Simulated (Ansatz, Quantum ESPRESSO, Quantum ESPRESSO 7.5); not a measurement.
# vacuum gap of 3.5 Å between two Ta(100) faces: ballistic transmission

How well does the junction conduct in the ballistic limit? It is: vacuum gap of 3.5 Å between two Ta(100) faces.

Main program and level: Quantum ESPRESSO 7.5; plane-wave DFT, PBE, JTH PAW pseudopotentials (cross-check by Ansatz 0.2.0 with PAW datasets).

## 1. Starting point

The cell holds 20 atoms: 20 Ta. Its edges and angles: a = 3.320 Å, b = 3.320 Å, c = 35.040 Å, α = 90.0°, β = 90.0°, γ = 90.0°. It derives from Ta. Regions: left lead, 10 atoms (10 Ta); right lead, 10 atoms (10 Ta). The structure is stacked along c, and the current runs across the ab planes.

## 2. SCF with pw.x

One periodic cell holds a stretch of lead, the junction and more lead; the atoms stay as built.

scf.in reads:

```
&control
  prefix = 'scf'
  outdir = './out'
  pseudo_dir = './pseudo'
  calculation = 'scf'
  tprnfor = .true.
/
&system
  ibrav = 0
  nat = 20
  ntyp = 1
  ecutwfc = 45
  ecutrho = 360
  occupations = 'smearing'
  smearing = 'mv'
  degauss = 0.01
/
&electrons
  conv_thr = 1e-07
  mixing_beta = 0.25
  electron_maxstep = 120
  mixing_mode = 'local-TF'
/
ATOMIC_SPECIES
  Ta  180.9479  Ta.GGA_PBE-JTH.UPF
CELL_PARAMETERS angstrom
  3.32000000000000 0.00000000000000 0.00000000000000
  0.00000000000000 3.32000000000000 0.00000000000000
  0.00000000000000 0.00000000000000 35.04000000000000
ATOMIC_POSITIONS crystal
  Ta  0.000000000000 0.000000000000 0.000000000000
  Ta  0.500000000000 0.500000000000 0.047374429224
  Ta  0.000000000000 0.000000000000 0.094748858447
  Ta  0.500000000000 0.500000000000 0.142123287671
  Ta  0.000000000000 0.000000000000 0.189497716895
  Ta  0.500000000000 0.500000000000 0.236872146119
  Ta  0.000000000000 0.000000000000 0.284246575342
  Ta  0.500000000000 0.500000000000 0.331621004566
  Ta  0.000000000000 0.000000000000 0.378995433790
  Ta  0.500000000000 0.500000000000 0.426369863014
  Ta  0.000000000000 0.000000000000 0.526255707763
  Ta  0.500000000000 0.500000000000 0.573630136986
  Ta  0.000000000000 0.000000000000 0.621004566210
  Ta  0.500000000000 0.500000000000 0.668378995434
  Ta  0.000000000000 0.000000000000 0.715753424658
  Ta  0.500000000000 0.500000000000 0.763127853881
  Ta  0.000000000000 0.000000000000 0.810502283105
  Ta  0.500000000000 0.500000000000 0.857876712329
  Ta  0.000000000000 0.000000000000 0.905251141553
  Ta  0.500000000000 0.500000000000 0.952625570776
K_POINTS automatic
  7 7 1 0 0 0
```

Run with:

```console
> OMP_NUM_THREADS=1 mpirun -n 4 pw.x -nk 2 -in scf.in > scf.out
```

Log:

```text
Program PWSCF v.7.5 starts
[citation notice left out]

     Parallel version (MPI & OpenMP), running on       4 processor cores
     Number of MPI processes:                 4
     Threads/MPI process:                     1

     MPI processes distributed on     1 nodes
[...]
Current dimensions of program PWSCF are:
     Max number of different atomic species (ntypx) = 10
     Max number of k-points (npk) =  40000
     Max angular momentum in pseudopotentials (lmaxx) =  4
     file Ta.GGA_PBE-JTH.UPF: wavefunction(s)  5S 6S 5P 6P 5D 0D renormalized
     Message from routine setup:
     using ibrav=0 with symmetry is DISCOURAGED, use correct ibrav instead

     K-points division:     npool     =       2
     R & G space division:  proc/nbgrp/npool/nimage =       2
     Subspace diagonalization in iterative solution of the eigenvalue problem:
     a serial algorithm will be used

     Parallelization info
     --------------------
     sticks:   dense  smooth     PW     G-vecs:    dense   smooth      PW
     Min         558     280     88               150140    53136    8680
     Max         559     281     89               150175    53139    8691
     Sum        1117     561    177               300315   106275   17371

     Using Slab Decomposition

     bravais-lattice index     =            0
     lattice parameter (alat)  =       6.2739  a.u.
     unit-cell volume          =    2606.3748 (a.u.)^3
     number of atoms/cell      =           20
     number of atomic types    =            1
     number of electrons       =       260.00
     number of Kohn-Sham states=          156
     kinetic-energy cutoff     =      45.0000  Ry
     charge density cutoff     =     360.0000  Ry
     scf convergence threshold =      1.0E-07
     mixing beta               =       0.2500
     number of iterations used =            8  local-TF  mixing
     Exchange-correlation= SLA PW PBX PBC
                           (   1   4   3   4   0   0   0)

     celldm(1)=   6.273891  celldm(2)=   0.000000  celldm(3)=   0.000000
     celldm(4)=   0.000000  celldm(5)=   0.000000  celldm(6)=   0.000000

     crystal axes: (cart. coord. in units of alat)
               a(1) = (   1.000000   0.000000   0.000000 )
               a(2) = (   0.000000   1.000000   0.000000 )
               a(3) = (   0.000000   0.000000  10.554217 )

     reciprocal axes: (cart. coord. in units 2 pi/alat)
               b(1) = (  1.000000  0.000000  0.000000 )
               b(2) = (  0.000000  1.000000  0.000000 )
               b(3) = (  0.000000  0.000000  0.094749 )

     PseudoPot. # 1 for Ta read from file:
     ./pseudo/Ta.GGA_PBE-JTH.UPF
     Pseudo is Projector augmented-wave + core cor, Zval = 13.0
     Generated using ATOMPAW code
     Shape of augmentation charge: SINC**2
     Using radial grid of 1120 points,  6 beta functions with:
                l(1) =   0
                l(2) =   0
                l(3) =   1
                l(4) =   1
                l(5) =   2
                l(6) =   2
     Q(r) pseudized with 0 coefficients

     atomic species   valence    mass     pseudopotential
     Ta               13.00   180.94790     Ta( 1.00)

      8 Sym. Ops. (no inversion) found

   Cartesian axes

     site n.     atom                  positions (alat units)
         1        Ta     tau(   1) = (   0.0000000   0.0000000   0.0000000  )
         2        Ta     tau(   2) = (   0.5000000   0.5000000   0.5000000  )
         3        Ta     tau(   3) = (   0.0000000   0.0000000   1.0000000  )
         4        Ta     tau(   4) = (   0.5000000   0.5000000   1.5000000  )
         5        Ta     tau(   5) = (   0.0000000   0.0000000   2.0000000  )
         6        Ta     tau(   6) = (   0.5000000   0.5000000   2.5000000  )
         7        Ta     tau(   7) = (   0.0000000   0.0000000   3.0000000  )
         8        Ta     tau(   8) = (   0.5000000   0.5000000   3.5000000  )
         9        Ta     tau(   9) = (   0.0000000   0.0000000   4.0000000  )
        10        Ta     tau(  10) = (   0.5000000   0.5000000   4.5000000  )
        11        Ta     tau(  11) = (   0.0000000   0.0000000   5.5542169  )
        12        Ta     tau(  12) = (   0.5000000   0.5000000   6.0542169  )
        13        Ta     tau(  13) = (   0.0000000   0.0000000   6.5542169  )
        14        Ta     tau(  14) = (   0.5000000   0.5000000   7.0542169  )
        15        Ta     tau(  15) = (   0.0000000   0.0000000   7.5542169  )
        16        Ta     tau(  16) = (   0.5000000   0.5000000   8.0542169  )
        17        Ta     tau(  17) = (   0.0000000   0.0000000   8.5542169  )
        18        Ta     tau(  18) = (   0.5000000   0.5000000   9.0542169  )
        19        Ta     tau(  19) = (   0.0000000   0.0000000   9.5542169  )
        20        Ta     tau(  20) = (   0.5000000   0.5000000  10.0542169  )

     number of k points=    10  Marzari-Vanderbilt smearing, width (Ry)=  0.0100
                       cart. coord. in units 2pi/alat
        k(    1) = (   0.0000000   0.0000000   0.0000000), wk =   0.0408163
        k(    2) = (   0.0000000   0.1428571   0.0000000), wk =   0.1632653
        k(    3) = (   0.0000000   0.2857143   0.0000000), wk =   0.1632653
        k(    4) = (   0.0000000   0.4285714   0.0000000), wk =   0.1632653
        k(    5) = (   0.1428571   0.1428571   0.0000000), wk =   0.1632653
        k(    6) = (   0.1428571   0.2857143   0.0000000), wk =   0.3265306
        k(    7) = (   0.1428571   0.4285714   0.0000000), wk =   0.3265306
        k(    8) = (   0.2857143   0.2857143   0.0000000), wk =   0.1632653
        k(    9) = (   0.2857143   0.4285714   0.0000000), wk =   0.3265306
        k(   10) = (   0.4285714   0.4285714   0.0000000), wk =   0.1632653

     Dense  grid:   300315 G-vectors     FFT dimensions: (  40,  40, 400)

     Smooth grid:   106275 G-vectors     FFT dimensions: (  27,  27, 288)

     Estimated max dynamical RAM per process >     497.27 MB

     Estimated total dynamical RAM >       1.87 GB

     Initial potential from superposition of free atoms

     starting charge     259.9831, renormalised to     260.0000
     Starting wfcs are  360 randomized atomic wfcs
     Checking if some PAW data can be deallocated...

     total cpu time spent up to now is       13.3 secs

     per-process dynamical memory:   196.1 Mb

     Self-consistent Calculation

     iteration #  1     ecut=    45.00 Ry     beta= 0.25
     Davidson diagonalization with overlap
     ethr =  1.00E-02,  avg # of iterations =  2.0

     total cpu time spent up to now is       28.0 secs

[...]
10.8054  10.8993  11.0152  11.2625  11.4720  11.8139  12.0300  12.4001
    12.5814  12.9574  13.0766  13.4533  13.5067  13.8366  13.8560  14.0303
    14.0839  14.1523  14.1859  14.1873  14.2363  14.3572  14.5300  14.8471
    15.1355  15.4978  15.7090  15.8223  16.0395  16.0468  16.1104  16.1194
    16.2217  16.2449  16.2585  16.3943  16.4418  16.4532  16.6873  16.6904
    16.7162  16.7287  16.8107  16.8305  16.8541  16.8577  16.9019  16.9800
    17.0228  17.0434  17.1822  17.3374  17.3412  17.3905  17.5470  17.6489
    17.9057  18.2612  18.4284  18.5544  18.6218  18.6697  18.7433  18.7929
    18.8313  18.9118  18.9212  18.9829  19.1488  19.2024  19.3240  19.3817
    19.3910  19.4006  19.6432  19.6463

          k = 0.0000 0.4286 0.0000 ( 13248 PWs)   bands (ev):

   -51.4130 -51.4129 -50.3501 -50.3501 -50.2001 -50.2001 -50.1579 -50.1512
   -50.1449 -50.1428 -50.1410 -50.1378 -50.1309 -50.1227 -50.1191 -50.1185
   -50.1131 -50.1131 -50.0967 -50.0966 -17.9591 -17.9590 -17.9225 -17.9204
   -17.7106 -17.7102 -17.2596 -17.2588 -17.2377 -17.2355 -17.2090 -17.2041
   -17.1585 -17.1518 -17.0896 -17.0817 -17.0101 -17.0048 -16.9296 -16.9283
   -16.8641 -16.8569 -16.7831 -16.7594 -16.7594 -16.7135 -16.6387 -16.6316
   -16.6250 -16.6242 -16.6222 -16.6118 -16.5939 -16.5760 -16.5691 -16.5571
   -16.5444 -16.5289 -16.5151 -16.5120 -16.4992 -16.4837 -16.4725 -16.4657
   -16.4653 -16.4521 -16.4520 -16.4451 -16.4002 -16.3921 -16.3360 -16.3339
   -16.2775 -16.2772 -16.2289 -16.2284 -16.1914 -16.1912 -16.1765 -16.1760
    12.4441  12.4561  12.5069  12.5670  12.6170  12.6348  12.6464  12.6494
    12.6631  12.7239  12.8234  12.9733  13.0924  13.3404  13.3919  13.7004
    13.7109  13.8898  13.8978  13.9050  15.3014  15.3287  15.3882  15.5609
    15.5677  15.6272  15.6417  15.6499  15.7650  15.7933  15.8284  15.8746
    15.9746  16.0108  16.2682  16.3062  16.3490  16.4468  16.5228  16.5463
    16.5965  16.6447  16.7039  16.7543  16.8156  16.8690  17.0009  17.0403
    17.3402  17.3439  17.3987  17.4309  17.5545  17.6094  17.7871  17.8246
    17.8579  17.9169  18.0826  18.0877  18.1684  18.2098  18.5117  18.5462
    18.6969  18.7399  18.8774  18.9162  19.1271  19.2143  19.4098  19.4949
    19.5429  19.7356  19.8048  19.8291

          k = 0.1429 0.1429 0.0000 ( 13333 PWs)   bands (ev):

   -51.4180 -51.4178 -50.3617 -50.3617 -50.2184 -50.2182 -50.2140 -50.2015
   -50.1877 -50.1734 -50.1582 -50.1479 -50.1343 -50.1183 -50.1061 -50.0914
   -50.0786 -50.0708 -50.0567 -50.0564 -17.8993 -17.8902 -17.7970 -17.7950
   -17.7892 -17.7891 -17.0612 -17.0606 -17.0418 -17.0378 -17.0203 -17.0134
   -17.0069 -17.0009 -16.9840 -16.9839 -16.9733 -16.9455 -16.9347 -16.9209
   -16.8956 -16.8855 -16.8542 -16.8407 -16.8071 -16.7972 -16.7817 -16.7461
   -16.7439 -16.7208 -16.6829 -16.6743 -16.6502 -16.6207 -16.6071 -16.5797
   -16.5545 -16.5463 -16.5101 -16.4890 -16.4838 -16.4412 -16.4383 -16.4265
   -16.3966 -16.3815 -16.3687 -16.3290 -16.3232 -16.2931 -16.2689 -16.2592
   -16.2385 -16.2208 -16.2208 -16.2158 -16.2069 -16.2065 -16.1842 -16.1693
    10.0063  10.1285  10.2802  10.6077  10.8845  11.3832  11.6943  12.3036
    12.5897  13.2428  13.4498  13.7622  13.8620  13.9019  13.9371  13.9981
    14.0102  14.0529  14.1400  14.1518  14.2772  14.3224  14.4087  14.5379
    14.5594  14.5628  14.7648  15.0304  15.2936  15.5759  15.8243  15.8785
    16.0706  16.2741  16.4705  16.5819  16.6361  16.6655  16.6915  16.7177
    16.7612  16.8048  16.8923  16.9442  16.9481  16.9768  17.0793  17.1154
    17.1393  17.1459  17.1468  17.1941  17.2842  17.2907  17.4256  17.5241
    17.6460  17.7316  18.1982  18.3202  18.7072  18.8251  19.1452  19.1534
    19.2653  19.2653  19.3663  19.4228  19.5114  19.5702  19.6212  19.6296
    19.8128  20.0074  20.0140  20.1174

          k = 0.1429 0.2857 0.0000 ( 13269 PWs)   bands (ev):

   -51.4145 -51.4144 -50.3545 -50.3545 -50.2073 -50.2073 -50.1891 -50.1789
   -50.1683 -50.1585 -50.1489 -50.1431 -50.1325 -50.1197 -50.1114 -50.1012
   -50.0923 -50.0886 -50.0738 -50.0738 -17.9038 -17.9003 -17.8838 -17.8825
   -17.7714 -17.7714 -17.1387 -17.1374 -17.1260 -17.1214 -17.1036 -17.0983
   -17.0687 -17.0640 -17.0375 -17.0375 -17.0336 -17.0055 -16.9664 -16.9125
   -16.8637 -16.8618 -16.8447 -16.8301 -16.8159 -16.8001 -16.7733 -16.7615
   -16.7472 -16.7222 -16.7077 -16.6812 -16.6486 -16.6357 -16.6279 -16.5913
   -16.5802 -16.5428 -16.5279 -16.4982 -16.4717 -16.4562 -16.4245 -16.4193
   -16.3839 -16.3802 -16.3492 -16.3442 -16.3271 -16.3227 -16.3131 -16.2869
   -16.2651 -16.2479 -16.2341 -16.2227 -16.2181 -16.2175 -16.2101 -16.2088
    11.1149  11.2185  11.3467  11.6159  11.8422  12.2094  12.4354  12.8105
    12.9879  13.3450  13.4577  13.8325  13.8822  14.2147  14.2520  14.2670
    14.3484  14.4599  14.5215  14.5333  14.5901  14.6211  14.6217  14.8599
    15.1606  15.3779  15.6147  15.7080  15.7979  15.8070  15.8239  15.8287
    15.8941  15.9063  16.0094  16.0194  16.2305  16.2312  16.2886  16.3727
    16.3824  16.3981  16.4063  16.4483  16.4907  16.5327  16.5450  16.5764
    16.6484  16.6594  16.6938  16.7365  16.7907  16.8579  16.9683  17.1171
    17.1282  17.2206  17.5534  17.8312  18.3479  18.3742  19.0012  19.3005
    19.5296  19.5539  19.7066  19.8036  19.8191  19.8518  19.8720  19.8797
    20.0162  20.0370  20.0763  20.0963

[...]
the Fermi energy is    16.9408 ev

!    total energy              =  -14542.50599414 Ry
     total all-electron energy =    -14542.505994 Ry
     estimated scf accuracy    <       0.00000006 Ry
     smearing contrib. (-TS)   =       0.00266689 Ry
     internal energy E=F+TS    =  -14542.50866104 Ry

     The total energy is F=E-TS. E is the sum of the following terms:
     one-electron contribution =    -932.91797068 Ry
     hartree contribution      =     643.98436652 Ry
     xc contribution           =    -543.90492941 Ry
     ewald contribution        =   -1610.98274691 Ry
     one-center paw contrib.   =  -12098.68738056 Ry

     convergence has been achieved in  16 iterations

     Forces acting on atoms (cartesian axes, Ry/au):

     atom    1 type  1   force =     0.00000000    0.00000000   -0.00299863
     atom    2 type  1   force =     0.00000000    0.00000000   -0.00088381
     atom    3 type  1   force =     0.00000000    0.00000000    0.00123667
     atom    4 type  1   force =     0.00000000    0.00000000   -0.00076028
     atom    5 type  1   force =     0.00000000    0.00000000    0.00348469
     atom    6 type  1   force =     0.00000000    0.00000000   -0.00111241
     atom    7 type  1   force =     0.00000000    0.00000000   -0.00890341
     atom    8 type  1   force =     0.00000000    0.00000000    0.01703876
     atom    9 type  1   force =     0.00000000    0.00000000    0.03332379
     atom   10 type  1   force =     0.00000000    0.00000000   -0.00545893
     atom   11 type  1   force =     0.00000000    0.00000000    0.00542462
     atom   12 type  1   force =     0.00000000    0.00000000   -0.03335651
     atom   13 type  1   force =     0.00000000    0.00000000   -0.01704385
     atom   14 type  1   force =     0.00000000    0.00000000    0.00884019
     atom   15 type  1   force =     0.00000000    0.00000000    0.00101586
     atom   16 type  1   force =     0.00000000    0.00000000   -0.00349971
     atom   17 type  1   force =     0.00000000    0.00000000    0.00078580
     atom   18 type  1   force =     0.00000000    0.00000000   -0.00123618
     atom   19 type  1   force =     0.00000000    0.00000000    0.00104010
     atom   20 type  1   force =     0.00000000    0.00000000    0.00306325

     Total force =     0.055423     Total SCF correction =     0.001075

[...]
=------------------------------------------------------------------------------=
   JOB DONE.
=------------------------------------------------------------------------------=
```

Wall time 4.1 min (4 MPI ranks of Arm Neoverse V2, shared host); peak memory 1.5 GiB.

This step gave:

```
free energy  : -197860.8738 eV
Fermi energy : 16.94 eV
```

The program's own clock; routines nest. Time by routine:

```
     routine  wall time (s)  calls
       PWSCF          244.8      1
   electrons          228.2      1
     c_bands            185     16
     cegterg          177.7     80
       h_psi          98.56    306
        fftw          63.33  68514
    vloc_psi          55.38    306
      calbec          32.79    406
    sum_band          26.27     16
h_psi:calbec          21.17    306
       s_psi          21.14    306
  add_vuspsi          21.12    306
    init_run          13.16      1
     wfcinit          11.77      1
```

The run needed 16 iterations to bring the estimated error under 1e-07 Ry; the largest force on any atom, held or free, is 0.86 eV/Å.

[end of part 1 of 4]

[Logs are printed without paths, hosts, clocks, repeated set-up lines and the standing remarks that a program may print on its own settings, such as how far it seeks lower states.]

[Hosts, paths, dates, database ids (printed as entryN), source tags and the programs' standing remarks are cut or masked in the printed files.]

[Maps of the electrostatic potential energy from Ansatz leave out the sawtooth potential of an applied field or a dipole correction, so their vacuum need not be flat; planar profiles and work functions include it.]
